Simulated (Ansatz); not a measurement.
**TiSi (model cell, started as NiAs type): phonons and vibrational spectra**

Aim: the vibrations of TiSi (model cell, started as NiAs type), their spectra, and whether the structure is stable.

Calculated with Ansatz 0.2.0; DFT PBEsol, scalar-relativistic, plane waves, PAW.

The structure was built from a prototype and need not be the compound's stable phase.

## 1. The starting structure

It takes space group P6_3/mmc (No. 194, hexagonal). Conventional cell: a = 3.505 Å, b = 3.505 Å, c = 5.608 Å, α = 90.00°, β = 90.00°, γ = 120.00°. Nearest to Ti lie 6 Si at 2.46 Å. Si has 6 Ti at 2.46 Å nearest. Farther neighbours are not listed.

## 2. Rough relaxation

The start is far from rest, so a relaxation with loose tolerances brings it close first.

Input file input.yaml:

```yaml
crystal:
  lattice:
    - [3.50492, 0.0, 0.0]
    - [-1.75246, 3.03535, 0.0]
    - [0.0, 0.0, 5.60787]
  atoms:
    - { symbol: Ti, position: [0.0, 0.0, 0.0] }
    - { symbol: Ti, position: [0.0, 0.0, 0.5] }
    - { symbol: Si, position: [0.333333, 0.666667, 0.25] }
    - { symbol: Si, position: [0.666667, 0.333333, 0.75] }
kpoints:
  mp_grid: { grid: [6, 6, 4] }
hamiltonian:
  xc: pbesol
scf:
  occupations: { method: gaussian, width: 0.1 }
output:
  forces: true
  stress: true
  eigenvalues: true
relax:
  adjacent_minimum: "off"
  f_tol: 0.05
  max_steps: 80
  cell: { stress_tol: 0.5 }
```

Started as:

```bash
ansatz run input.yaml --threads 4 --pin off --max-ram 7168MiB --backend cpu --events-out ev --progress --plain --runs-dir out
```

Numbers of over 12 decimals in the logs are rounded to 6 here.

What it wrote:

```text
[...]
F+E_penalty+E_count = -6192.45982925 eV   max|allowed force component| = 2.220e-16 eV/Å   (the final SCF, on the basis selected at the relaxed cell)
  cell:  # Å, volume = 65.4942 Å³
    - [3.401104, 0, 0.0]
    - [-1.700552, 2.945443, 0.0]
    - [0.0, 0.0, 6.537810]
  atoms:
    - { symbol: Ti, position: [0, 0, 0] }
    - { symbol: Ti, position: [0, 0, 0.500000] }
    - { symbol: Si, position: [0.333333, 0.666667, 0.250000] }
    - { symbol: Si, position: [0.666667, 0.333333, 0.75] }
[key lines of the parts left out:]
SCF converged after 7 iterations
Free energy (F): -6192.459829 eV
Fermi energy:    11.006642 eV
P = ⅓ Tr σ = 0.1208 GPa (1.208 kbar)
```

It took 5.8 s on 4 threads of Arm Neoverse V1, shared host; peak memory 0.36 GiB; 19 s of CPU time.

The steps of the relaxation:

```tsv
step	energy less that of the first step (eV)	largest force component (eV/Å)	pressure (GPa)	volume (Å³)
1	0.0000	0.0000	21.44	59.66
2	-0.5502	0.0000	8.61	63.67
3	-0.7554	0.0000	1.59	66.08
4	-0.8282	0.0000	-0.48	66.20
5	-0.8385	0.0000	0.05	65.17
6	-0.8420	0.0000	-0.06	65.47
7*	-0.8602	0.0000	0.40	65.47
8	-0.8617	0.0000	0.12	65.49
9*	-0.8617	0.0000	0.12	65.49
```

Relaxation steps marked * repeat the geometry before them on a plane-wave basis chosen anew for their cell, so energy and pressure can jump there.

Forces are held to the 24 operations that the run works with; a distortion that breaks them can't arise in this run.

```tsv
cell as run	before	after	change
a (Å)	3.505	3.401	-3.0 %
b (Å)	3.505	3.401	-3.0 %
c (Å)	5.608	6.538	+16.6 %
volume (Å³/atom)	14.92	16.37	+9.8 %
```

The relaxed structure:

```xyz
4
Lattice="3.4011 0.0000 0.0000 -1.7006 2.9454 0.0000 0.0000 0.0000 6.5378" Properties=species:S:1:pos:R:3 pbc="T T T"
Ti    0.0000    0.0000    0.0000
Ti    0.0000    0.0000    3.2689
Si    0.0000    1.9636    1.6345
Si    1.7006    0.9818    4.9034
```

Numbers from this step:

| Property | Result |
| --- | --- |
| pressure | 0.1208 GPa |
| volume per atom | 16.37 Å³ |
| gap on the k-mesh | 0 eV |

In this step the volume went from 14.92 to 16.37 Å³/atom.

## 3. Relaxation

Harmonic phonons are second derivatives at a point where the forces vanish, and they are wanted at zero stress, so atoms and cell are relaxed first.

input.yaml, the sections that differ from step 2:

```yaml
crystal:
  lattice:
    - [3.4011040771, 0.0, 0.0]
    - [-1.7005520386, 2.9454425317, 0.0]
    - [0.0, 0.0, 6.5378100772]
  atoms:
    - { symbol: Ti, position: [0.0, 0.0, 0.0] }
    - { symbol: Ti, position: [0.0, 0.0, 0.5] }
    - { symbol: Si, position: [0.3333333333, 0.6666666667, 0.25] }
    - { symbol: Si, position: [0.6666666667, 0.3333333333, 0.75] }
kpoints:
  mp_grid: { grid: [12, 12, 6] }
relax:
  adjacent_minimum: "off"
  f_tol: 0.005
  max_steps: 80
  cell: { stress_tol: 0.05 }
# hamiltonian, scf, output: as in step 2
```

What it wrote:

```text
[...]
Crystal: 4 atoms, lattice volume = 65.494 Å³
Basis set: ecut = 420 eV, 1281 PW (Γ), exchange–correlation on 48×48×90 points (8 copies of the dense FFT grid, shifted against one another)
Bands: 20, of which v1, the nominal top of the filled ones, is band 16 counted from 1 (15 counted from 0)
Symmetry: 24 space group operations
[...]
k-points: 76 of 864
[...]
--- Relaxed structure (3 steps of the walk, 3 accepted, 1 SCFs on fresh bases) ---
[...]
cell:  # Å, volume = 65.6836 Å³
    - [3.410473, 2.894701726786254e-11, 0.0]
    - [-1.705237, 2.953557, 0.0]
    - [0.0, 0.0, 6.520743]
  atoms:
    - { symbol: Ti, position: [0, 0, 0.0] }
    - { symbol: Ti, position: [0, 0, 0.500000] }
    - { symbol: Si, position: [0.333333, 0.666667, 0.250000] }
    - { symbol: Si, position: [0.666667, 0.333333, 0.750000] }
[key lines of the parts left out:]
SCF converged after 8 iterations
Free energy (F): -6192.445502 eV
Fermi energy:    10.973426 eV
P = ⅓ Tr σ = -0.0099 GPa (-0.099 kbar)
```

Elapsed: 7.6 s, on 4 threads; peak memory 0.43 GiB.

Relaxation path:

```tsv
step	energy less that of the first step (eV)	largest force component (eV/Å)	pressure (GPa)	volume (Å³)
1	0.0000	0.0000	0.20	65.49
2	-0.0001	0.0000	-0.02	65.64
3	-0.0002	0.0000	-0.01	65.68
4*	-0.0002	0.0000	-0.01	65.68
```

Relaxation steps marked * repeat the geometry before them on a plane-wave basis chosen anew for their cell, so energy and pressure can jump there.

The run keeps the 24 symmetry operations that it works with, so distortions that break them were not tested.

```tsv
conventional cell, symmetrised	before	after	change
a (Å)	3.401	3.410	+0.3 %
b (Å)	3.401	3.410	+0.3 %
c (Å)	6.538	6.521	-0.3 %
volume (Å³/atom)	16.37	16.42	+0.3 %
```

This step gave:

* pressure: -0.009933 GPa
* volume per atom: 16.42 Å³

In this step the volume went from 16.37 to 16.42 Å³/atom.

## 4. Relaxing to small forces for the phonons

Phonons need a cell at rest on their own settings, so the relaxation is repeated with tight tolerances on forces and stress on the k mesh and occupations of the first response run.

Input file input.yaml:

```yaml
crystal:
  lattice:
    - [3.4104734297, 0.0, 0.0]
    - [-1.7052367149, 2.953556629, 0.0]
    - [0.0, 0.0, 6.5207426818]
  atoms:
    - { symbol: Ti, position: [0.0, 0.0, 0.0] }
    - { symbol: Ti, position: [0.0, 0.0, 0.5] }
    - { symbol: Si, position: [0.3333333333, 0.6666666667, 0.25] }
    - { symbol: Si, position: [0.6666666667, 0.3333333333, 0.75] }
kpoints:
  mp_grid: { grid: [12, 12, 6] }
hamiltonian:
  xc: pbesol
scf:
  occupations: { method: methfessel_paxton, width: 0.15 }
output:
  forces: true
  stress: true
  eigenvalues: true
relax:
  adjacent_minimum: "off"
  f_tol: 0.001
  max_steps: 60
  cell: { stress_tol: 0.01 }
```

What it wrote:

```text
[...]
Crystal: 4 atoms, lattice volume = 65.684 Å³
Basis set: ecut = 420 eV, 1305 PW (Γ), exchange–correlation on 48×48×90 points (8 copies of the dense FFT grid, shifted against one another)
Bands: 20, of which v1, the nominal top of the filled ones, is band 16 counted from 1 (15 counted from 0)
[... 1 set-up line as in the run before ...]
[...]
k-points: 76 of 864
[...]
--- Relaxed structure (3 steps of the walk, 3 accepted, 1 SCFs on fresh bases) ---
[...]
cell:  # Å, volume = 65.7704 Å³
    - [3.418938, 2.8939225735057082e-11, 0.0]
    - [-1.709469, 2.960887, 0.0]
    - [0.0, 0.0, 6.497066]
  atoms:
    - { symbol: Ti, position: [0, 0, 0] }
    - { symbol: Ti, position: [0, 0, 0.5] }
    - { symbol: Si, position: [0.333333, 0.666667, 0.25] }
    - { symbol: Si, position: [0.666667, 0.333333, 0.750000] }
[key lines of the parts left out:]
SCF converged after 5 iterations
Free energy (F): -6192.439084 eV
Fermi energy:    10.959193 eV
P = ⅓ Tr σ = -0.0021 GPa (-0.021 kbar)
```

It took 6.3 s on 4 threads; peak memory 0.43 GiB; 24 s of CPU time.

Relaxation path:

```tsv
step	energy less that of the first step (eV)	largest force component (eV/Å)	pressure (GPa)	volume (Å³)
1	0.0000	0.0000	-0.01	65.68
2	-0.0001	0.0000	0.01	65.72
3	-0.0002	0.0000	0.00	65.77
4*	-0.0002	0.0000	0.00	65.77
```

Relaxation steps marked * repeat the geometry before them on a plane-wave basis chosen anew for their cell, so energy and pressure can jump there.

The run keeps the 24 symmetry operations that it works with, so distortions that break them were not tested.

```tsv
conventional cell, symmetrised	before	after	change
a (Å)	3.410	3.419	+0.2 %
b (Å)	3.410	3.419	+0.2 %
c (Å)	6.521	6.497	-0.4 %
volume (Å³/atom)	16.42	16.44	+0.1 %
```

The relaxed structure:

```xyz
4
Lattice="3.4189 0.0000 0.0000 -1.7095 2.9609 0.0000 0.0000 0.0000 6.4971" Properties=species:S:1:pos:R:3 pbc="T T T"
Ti    0.0000    0.0000    0.0000
Ti    0.0000    0.0000    3.2485
Si    0.0000    1.9739    1.6243
Si    1.7095    0.9870    4.8728
```

This step gave:

```yaml
pressure: -0.002057 GPa
volume_per_atom: 16.44 Å³
```

The forces vanish by symmetry and the pressure is -0.002 GPa, within the tolerances set. The cell now holds 16.44 Å³/atom.

## 5. The dispersion

The mesh has a single point along some directions, so zone-edge points there are not solved. Linear response on a 3×3×1 q mesh gives force constants as far as a supercell of that size would.

Input file input.yaml:

```yaml
crystal:
  lattice:
    - [3.4189382835, 0.0, 0.0]
    - [-1.7094691418, 2.9608874074, 0.0]
    - [0.0, 0.0, 6.497065963]
  atoms:
    - { symbol: Ti, position: [0.0, 0.0, 0.0] }
    - { symbol: Ti, position: [0.0, 0.0, 0.5] }
    - { symbol: Si, position: [0.3333333333, 0.6666666667, 0.25] }
    - { symbol: Si, position: [0.6666666667, 0.3333333333, 0.75] }
kpoints:
  mp_grid: { grid: [12, 12, 6] }
hamiltonian:
  xc: pbesol
scf:
  occupations: { method: methfessel_paxton, width: 0.15 }
output:
  eigenvalues: true
phonons:
  method: dfpt
  qmesh: [3, 3, 1]
  temperatures: { t_max: 1000, t_step: 50 }
  qpath:
    path:
      - [[0.0, 0.0, 0.0], [0.5, 0.0, 0.0], [0.33333333, 0.33333333, 0.0], [0.0, 0.0, 0.0], [0.0, 0.0, 0.5], [0.5, 0.0, 0.5], [0.33333333, 0.33333333, 0.5], [0.0, 0.0, 0.5]]
      - [[0.5, 0.0, 0.5], [0.5, 0.0, 0.0]]
      - [[0.33333333, 0.33333333, 0.5], [0.33333333, 0.33333333, 0.0]]
    npoints: 10
```

What it wrote:

```text
[...]
Crystal: 4 atoms, lattice volume = 65.770 Å³
Basis set: ecut = 420 eV, 1305 PW (Γ), exchange–correlation on 48×48×96 points (8 copies of the dense FFT grid, shifted against one another)
Bands: 20, of which v1, the nominal top of the filled ones, is band 16 counted from 1 (15 counted from 0)
[... 1 set-up line as in the run before ...]
k-points: 76 of 864
[...]
SCF iter   1: F=—  HF=-6192.447268 eV  |F-HF|=—  |Δ(HF+E_count)|=         —  Δρ=8.38e-3  dr2=3.78e-2  ethr=1.77e-3  ⟨swp⟩=5.1  Hψ=7057  notcnv=0
[...]
SCF iter   9: F=-6192.439084 eV  HF=-6192.439084 eV  |F-HF|=7.28e-12  |Δ(HF+E_count)|=  1.09e-11  S|Δr|=    0.00e0  Δρ=8.07e-8  dr2=5.70e-12  ethr=1.00e-12  ⟨swp⟩=5.0  Hψ=6235  notcnv=0
SCF 1 converged in 9 iterations: F = -6192.439084 eV  dr2 = 5.70e-12
[...]
phonons: the bands overlap, so this run is a metal and interpolates without the dipole-dipole term. If the crystal is really an insulator or semiconductor, its LO-TO splitting is missing
NSCF: frozen V_eff on 76 k-points
[...]
DFPT response loops at q = (0, 0, 0) (fractional): preconditioner auto → Kerker (q_TF=auto, 2.420 Å⁻¹) (partly filled bands, converged f_vac=0.000); β = 1.00, the filter's whole step (`scf.mixing.beta` (0.50) is not read by the response loops under this deck's `scf.mixing.preconditioner`; to damp them name `kerker` or `kerker_dos`, under which they read `scf.mixing.beta`, and type it under 1.00, their step now; both keys bind the ground state too); Broyden in place of MSR1
[...]
SCF converged after 9 iterations
[...]
Free energy (F): -6192.439084 eV
[...]
Internal energy: -6192.440878 eV  (E = F + TS)
E sigma→0 (E₀):  -6192.439532 eV
Entropy (-TS):   0.001794 eV (0.449 meV/atom)
Fermi energy:    10.959192 eV
[...]
--- Band table (eV; the first three rows and the last of 76) ---
  k-point 0: bands = [... 12 lower, 10.0337, 10.0337, 11.2993, 11.2993, 11.5340, 11.5340, 12.8572, 12.8572]
  k-point 1: bands = [... 12 lower, 10.1000, 10.1000, 11.1876, 11.1876, 11.5936, 11.5936, 12.6989, 12.6989]
  k-point 2: bands = [... 12 lower, 10.2909, 10.2909, 10.9094, 10.9094, 11.7669, 11.7669, 12.3707, 12.3707]
  k-point 75: bands = [... 12 lower, 8.3287, 8.3287, 9.2196, 9.2196, 11.2989, 11.2989, 13.1734, 13.1734]
--- Phonons (Γ-DFPT): 4 representative perturbations + reference (Σ response iterations 12) ---
  ASR residual: 1.221e-5 → 0.000e0 eV/Å²; symmetrization residual: 2.475e-6 eV/Å²
  ASR residual per site (eV/Å²): 1.22e-5 1.22e-5 3.57e-6 3.57e-6
  Γ frequencies (cm⁻¹): 0.00 0.00 0.00 223.53 223.53 249.11 254.44 254.44 318.82 318.82 357.82 434.85
--- Phonons (arbitrary-q DFPT): 3 irreducible q on the 3×3×1 mesh ---
  q = [0.0000, 0.0000, 0.0000] (star 1, of the zone-centre solve; hermiticity 3.88e-7, symmetrization 2.11e-11): -0.00 -0.00 0.00 223.53 223.53 249.11 254.44 254.44 318.82 318.82 357.82 434.85
  q = [0.0000, 0.3333, 0.0000] (star 6, 6 solved perturbations in 2340 linear systems a pass and spin channel, the states on 468 of 864 k-point pairs; hermiticity 3.08e-7, symmetrization 3.06e-8): 91.11 106.09 162.63 212.53 213.75 221.39 261.20 308.65 335.65 340.75 366.65 413.33
[...]
sum rule: each row above includes the acoustic sum rule's correction from the zone centre's row sums; it moved no ω² by more than (0.26 cm⁻¹)²
  mesh force constants: q→R imaginary residual 0.00e0; ASR residual 1.221e-5 → 0.000e0 eV/Å²; symmetrization residual 1.243e-14 eV/Å²
  interpolated dispersion: 93 rows × 12 modes
  density of states and harmonic sums: on the 21×21×10 q-mesh, interpolated from the force constants of a 3×3×1 supercell (no non-analytic term)
  largest difference from the sums on the solved wave vectors: F 6.14e-2 eV, S 9.01e-5 and C_V 2.87e-5 eV/K
  zero-point energy: 0.187135 eV/cell   skipped modes (ω ≤ 0): 3   left out of the sums: 5.67e-5 of the cell's modes: C_V's classical limit lies that fraction below 3 k_B per atom; for a crystal, a wire or a layer, F and S can be off by more, and a phonons.interpolated_qmesh denser along its periods is the remedy for the sampling
```

Elapsed: 2.5 min, on 4 threads; peak memory 1.8 GiB.

This step gave:

```yaml
sum_rule_residual_before_enforcement: 1.22e-5 eV/Å²
point_group: 6/mmm
highest_optical_mode_at_the_zone_centre_no_lo_to_term: 434.9 cm⁻¹
lowest_optical_zone_centre_mode: 223.5 cm⁻¹
lowest_mode_on_the_q_mesh_acoustic_modes_at_gamma_apart: 58.68 cm⁻¹
highest_frequency_at_a_solved_wavevector_no_lo_to_term_at_gamma: 434.9 cm⁻¹
```

Frequencies (cm⁻¹) solved at each irreducible wavevector; negative means imaginary. Frequencies by wavevector, by row:

```tsv
q in reciprocal lattice units	star	mode 1	mode 2	mode 3	mode 4	mode 10	mode 11	mode 12
0 0 0	1	0	0	0	223.5	318.8	357.8	434.9
0 0.3333 0	6	91.1	106.1	162.6	212.5	340.8	366.6	413.3
0.3333 0.3333 0	2	58.7	153.1	153.1	196.6	342.5	375.8	375.8
```

Symmetry leaves 3 wavevectors to solve. The lowest mode among them, the acoustic zeros apart, lies at q = (0.333, 0.333, 0) and is real, 58.7 cm⁻¹.

## 6. Another isotope, element Si, natural mass 28.085 amu

An isotope changes the mass and not the force constants, so no new electronic calculation is needed; the shifts show which modes move this element.

The same force constants with the mass of Si changed from 28.085 to 29.974 u (phonopy, no LO-TO term). Both lists are sorted by frequency; levels can cross, so a row need not hold one and the same mode. Modes under 3 cm⁻¹ are left out. Isotope shifts, by row:

```tsv
q	rank	natural mass (cm⁻¹)	changed mass (cm⁻¹)
0 0 0	4	223.5	223.5
0 0 0	5	223.5	223.5
0 0 0	6	249.1	246.3
0 0 0	7	254.4	246.3
0 0 0	8	254.4	249.1
0 0 0	9	318.8	312.4
0 0 0	10	318.8	312.4
0 0 0	11	357.8	346.4
0 0 0	12	434.9	426.1
0 0.3333 0	1	91.1	89.91
0 0.3333 0	2	106.1	104.7
0 0.3333 0	3	162.6	160.8
0 0.3333 0	4	212.5	210.9
0 0.3333 0	5	213.7	211.2
0 0.3333 0	6	221.4	221.4
0 0.3333 0	7	261.2	252.8
0 0.3333 0	8	308.6	302.2
0 0.3333 0	9	335.6	329.2
0 0.3333 0	10	340.8	334.3
0 0.3333 0	11	366.6	357.7
0 0.3333 0	12	413.3	404.5
0.3333 0.3333 0	1	58.68	58
0.3333 0.3333 0	2	153.1	150.6
0.3333 0.3333 0	3	153.1	150.6
0.3333 0.3333 0	4	196.6	194.7
0.3333 0.3333 0	5	196.6	194.7
0.3333 0.3333 0	6	262.6	262.6
0.3333 0.3333 0	7	294.9	285.4
0.3333 0.3333 0	8	326.6	321.4
0.3333 0.3333 0	9	326.6	321.4
0.3333 0.3333 0	10	342.5	335.5
0.3333 0.3333 0	11	375.8	367.3
0.3333 0.3333 0	12	375.8	367.3
```

A mode of this element alone would shift by -3.20 %. The highest zone-centre frequency without the field goes from 434.9 to 426.1 cm⁻¹ (-2.0 %). The product of the frequency ratios over all optical modes at Γ is 0.853; the product rule, (m/m′)^(3k/2) (M′/M)^(3/2) with k = 2 such atoms and M the mass of the cell, gives 0.853.

## 7. Another isotope, element Ti, natural mass 47.867 amu

The same for Ti, from 47.87 to 49.94 u.

A mode of this element alone would shift by -2.10 %. The highest zone-centre frequency without the field goes from 434.9 to 431.5 cm⁻¹ (-0.8 %). The product of the frequency ratios over all optical modes at Γ is 0.917; the product rule, (m/m′)^(3k/2) (M′/M)^(3/2) with k = 2 such atoms and M the mass of the cell, gives 0.917.

## 8. What came out

| Property | Result |
| --- | --- |
| space group after relaxation (within 0.01 Å) | P6_3/mmc |
| volume per atom | 16.4 Å³ |
| electronic character | no gap on this mesh |
| highest optical mode at the zone centre (no LO-TO term) | 435 cm⁻¹ |
| lowest optical zone-centre mode | 224 cm⁻¹ |
| lowest mode on the q mesh (acoustic modes at Γ apart) | 58.7 cm⁻¹ |
| imaginary modes on the 3×3×1 q mesh | none |

**Reading.** The structure is a minimum as far as tested: no mode is imaginary at the 3 irreducible wavevectors of the 3×3×1 mesh, and the softest away from the acoustic zeros lies at 59 cm⁻¹. The optical modes at Γ span 224 to 435 cm⁻¹. The q mesh is too sparse to interpolate, so only the solved wavevectors are given. With no gap, or one that is small against the smearing, the frequencies hang on the k mesh and the smearing, most of all near Kohn anomalies. The starting cell was built on a prototype and not taken from a measurement, so the phase need not exist. These are harmonic frequencies at zero temperature: anharmonic shifts, linewidths and thermal expansion are left out.

[Logs are printed without paths, hosts, clocks, repeated set-up lines and the standing remarks that a program may print on its own settings, such as how far it seeks lower states.]

[Hosts, paths, dates, database ids (printed as entryN), source tags and the programs' standing remarks are cut or masked in the printed files.]
